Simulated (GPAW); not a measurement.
# Li K ELNES/XANES of LiMg (P-6m2) from DFT, part 2 of 2

Aim: the near-edge shape at the Li K edge of LiMg (P-6m2), and what the core hole does to it.

GPAW 26.7.0; X-ray absorption from dipole matrix elements to empty bands, plane-wave PAW LDA.

So far. Step 5 (Spectrum with XCH, Li atom 2): The total-energy difference is 57.02 eV. One term is added: -3.34 eV, since the hole is spin-paired here and a spin-polarised one costs that much less in the free atom (computed apart). The photon energy is then 53.69 eV. The tabulated edge of the element is 54.7 eV. The functional leaves an error in such absolute values: in the free atom LDA prices this hole 1.0 eV below PBE (computed apart), and PBE is itself good to a few eV.

## Step 8: Spectrum with XCH, Li atom 2

Another set-up is tried: cutoff (eV) to 160.

Input file xas.py:

```python
import numpy as np
from ase import Atoms
from ase.parallel import parprint, paropen
from gpaw import GPAW, PW, FermiDirac, Mixer, MixerDif, setup_paths
from gpaw.test import gen
setup_paths.insert(0, '.')
gen('Li', name='fch1s', xcname='LDA', corehole=(1, 0, 1), write_xml=True)
from gpaw.mpi import world
world.barrier()

atoms = Atoms('Mg4Li4',
    cell=[[-3.10849752, 0, -5.02546768],
     [3.10849752, 0, -5.02546768],
     [3.10849752, -5.38407564, 0]],
    scaled_positions=[[0.41666667, 0.08333333, 0.83333333],
     [0.41666667, 0.08333333, 0.33333333],
     [0.91666667, 0.58333333, 0.83333333],
     [0.91666667, 0.58333333, 0.33333333],
     [0, 0, 0],
     [0, 0, 0.5],
     [0.5, 0.5, 0],
     [0.5, 0.5, 0.5]],
    pbc=True)
atoms.calc = calc = GPAW(legacy_gpaw=True, mode=PW(160, force_complex_dtype=True), xc='LDA', setups={4: 'fch1s'},
    kpts={'size': (4, 4, 4), 'gamma': True}, occupations=FermiDirac(0.1),
    charge=-1, mixer=Mixer(0.1, 5, 50), maxiter=150,
    convergence={'density': 0.0001, 'eigenstates': 1e-6}, txt='scf.txt')
energy = atoms.get_potential_energy() + calc.get_reference_energy()
ef = calc.get_fermi_level()
out = dict(energy=energy, fermi=ef, forces=atoms.get_forces().tolist())
parprint(f'all-electron energy {energy:.4f} eV, Fermi level {ef:.4f} eV')
ev = np.array([[calc.get_eigenvalues(k, s) for k in range(len(calc.get_ibz_k_points()))] for s in range(calc.get_number_of_spins())])
out['homo'], out['lumo'], out['counts'] = ev[ev < ef].max(), ev[ev > ef].min(), sorted(set((ev < ef).sum((0, 2)).tolist()))
out['filled'] = (ev[:, 0] < ef).sum(1).tolist()

from ase.units import Ha
from gpaw.xas import dipole_matrix_elements
nb = int(calc.get_number_of_electrons() / 2) + 103
top, nb = nb, nb + 8 + nb // 12
nscf = calc.fixed_density(kpts={'size': (4, 4, 4), 'gamma': True}, nbands=nb,
    convergence={'bands': top, 'eigenstates': 5e-3}, maxiter=60, txt='nscf.txt')
cell = atoms.cell.array
ops = [cell.T @ U.T @ np.linalg.inv(cell.T) for U in nscf.wfs.kd.symmetry.op_scc]
E = np.arange(-6, 34, 0.1)
fwhm = np.interp(E, [4, 25], [0.9, 3.5])
Y, X, zero, highest = 0, 0, 1e9, 1e9
for spin in range(nscf.get_number_of_spins()):
    wfs = nscf.wfs
    mine = wfs.bd.get_slice()  # this rank's bands
    A = dipole_matrix_elements(wfs.setups[4])
    eps = np.zeros((wfs.kd.nibzkpts, nb))
    d = np.zeros((3, A.shape[1], wfs.kd.nibzkpts, nb), complex)
    for kpt in wfs.kpt_u:
        if kpt.s == spin and 4 in kpt.P_ani:
            eps[kpt.k, mine] = kpt.eps_n * Ha
            d[:, :, kpt.k, mine] = (kpt.weight * wfs.nspins / 2) ** 0.5 * np.inner(A, kpt.P_ani[4])
    world.sum(eps)
    world.sum(d)
    T = np.einsum('amkn,bmkn->abkn', d, d.conj()).real
    T = sum(np.einsum('ai,ijkn,bj->abkn', R, T, R) for R in ops) / len(ops)
    empty = eps > ef
    zero, highest = min(zero, eps[empty].min()), min(highest, eps[:, top - 1].min())
    lines = [(eps, T, empty)] if spin == 0 else lines + [(eps, T, empty)]
for eps, T, empty in lines:
    f = np.einsum('aakn->akn', T).reshape(3, -1)
    x = eps.ravel() - zero
    w = np.interp(x, E, fwhm) / 2.35482
    g = np.exp(-0.5 * ((E[:, None] - x) / w) ** 2) / (w * (2 * np.pi) ** 0.5)
    Y = Y + (f * empty.ravel()) @ g.T
    X = X + (f * ~empty.ravel()) @ g.T
out.update(E=E.round(2).tolist(), xas=Y.tolist(), xes=X.tolist(), zero=zero, valid=highest - zero, nk=len(eps), nb=nb)
for i in range(0, len(E), 10):
    parprint(f'{E[i]:7.2f}', *(f'{v:10.3e}' for v in Y[:, i]))
import json
with paropen('out.json', 'w') as f:
    json.dump(out, f)
```

Run with:

```
$ OMP_NUM_THREADS=1 mpirun -n 4 gpaw python xas.py
```

The job ended after 11 s (4 MPI ranks of Intel Xeon Platinum 8488C (Sapphire Rapids), shared host; peak memory 0.2 GiB).

The run finished. A setting was moved off its sound value on purpose, so it serves as a test and not as the result.

The fault put into the input: the cutoff is far too low.

This run also has another mesh (4×4×4 against 5×5×5), so the 7 % r.m.s. difference can't be laid on the changed setting alone. The highest intensity below 16 eV goes from 7.4 eV (1.89) to 7.5 eV (1.87).

```
E (eV)  first run  this run
  -2.0       0.00      0.00
  -0.5       0.10      0.15
   1.0       0.88      0.63
   2.5       1.08      1.04
   4.0       1.31      1.27
   5.5       1.09      1.08
   7.0       1.78      1.74
   8.5       1.46      1.46
  10.0       1.28      1.31
  11.5       0.81      0.77
  13.0       0.88      0.90
  14.5       0.86      0.85
  16.0       0.73      0.74
  17.5       0.64      0.63
  19.0       0.48      0.49
  20.5       0.42      0.41
  22.0       0.49      0.48
  23.5       0.56      0.56
  25.0       0.61      0.60
  26.5       0.65      0.64
  28.0       0.65      0.64
  29.5       0.60      0.59
  31.0       0.54      0.54
```

## Step 9: With and without the hole

Both curves are counted from their own zero, so only the shift of weight within the empty states shows.

```
E (eV)  no hole   XCH
  -2.0     0.00  0.00
  -1.0     0.00  0.01
   0.0     0.29  0.39
   1.0     0.52  0.88
   2.0     0.40  1.04
   3.0     0.64  1.16
   4.0     0.65  1.31
   5.0     0.83  1.01
   6.0     0.80  1.21
   7.0     0.73  1.78
   8.0     1.08  1.71
   9.0     1.30  1.39
  10.0     1.50  1.28
  11.0     1.72  0.89
  12.0     1.41  0.80
  13.0     1.16  0.88
  14.0     1.19  0.91
  15.0     1.21  0.80
  16.0     1.14  0.73
  17.0     1.10  0.68
  18.0     1.05  0.59
  19.0     0.92  0.48
  20.0     0.73  0.42
  21.0     0.57  0.43
  22.0     0.52  0.49
  23.0     0.53  0.54
  24.0     0.54  0.58
  25.0     0.54  0.61
  26.0     0.56  0.64
  27.0     0.61  0.65
  28.0     0.65  0.65
  29.0     0.68  0.62
  30.0     0.66  0.58
  31.0     0.61  0.54
  32.0     0.58  0.50
```

With each curve scaled to its own mean, the area from −2 to 6 eV with the hole is 6.3 against 3.8, and the centre of weight from −1 to 20 eV moves by -2.2 eV: the hole pulls the absorber's empty states down.

## Step 10: Outcome

```
absorber and edge                               : Li K, atom 2 of the ground-state input (counted from 1)
surroundings                                    : 6 Mg at 3.09 Å and 6 Li at 3.11 Å (anticuboctahedral, as in hcp, site symmetry -6m2)
highest intensity below 16 eV                   : 7.4 eV above the zero, height 1.89
photon energy of the zero, with the added terms : 53.7 eV (raw 57.0 eV; LDA puts this hole about 1 eV below PBE, itself good to a few eV)
```

The Li K edge of atom 2, with 6 Mg at 3.09 Å and 6 Li at 3.11 Å (anticuboctahedral, as in hcp, site symmetry -6m2), has its highest intensity of the first 16 eV at 7.4 eV above the zero, near 61 eV in photon energy (LDA puts this hole about 1 eV below PBE, itself good to a few eV), 1.9 times the mean level of the first 20 eV (Gaussian full width 0.9 eV up to 4 eV, rising linearly to 3.5 eV at 25 eV). With each curve scaled to its own mean, the area from −2 to 6 eV with the hole is 6.3 against 3.8, and the centre of weight from −1 to 20 eV moves by -2.2 eV: the hole pulls the absorber's empty states down. Changing the core hole to FCH alters the shape by 5 % r.m.s., so the result is insensitive to this choice. At the Li K edge of atom 2 polarisation matters most near 9.2 eV, where the curves differ by 0.5 on this scale. The holes are only 5.9 Å apart, so the shape is probably not converged with cell size; no larger cell was run here. The mesh is coarse (0.26 Å⁻¹ between points), so small maxima may be mesh ripples. The structure is a computed Materials Project entry and may be a hypothetical form.

[Logs are printed without paths, hosts, clocks, repeated set-up lines and the standing remarks that a program may print on its own settings, such as how far it seeks lower states.]

[Hosts, paths, dates, database ids (printed as entryN), source tags and the programs' standing remarks are cut or masked in the printed files.]

[Lists of maxima count a maximum above −3 eV only where it reaches 4 % of the highest in the window and stands out from its surroundings by 2 % of it (1.5 % where it reaches 55 %); shoulders and weaker maxima are passed over, and of the rest the first, up to two pre-edge ones and the few strongest are named.]
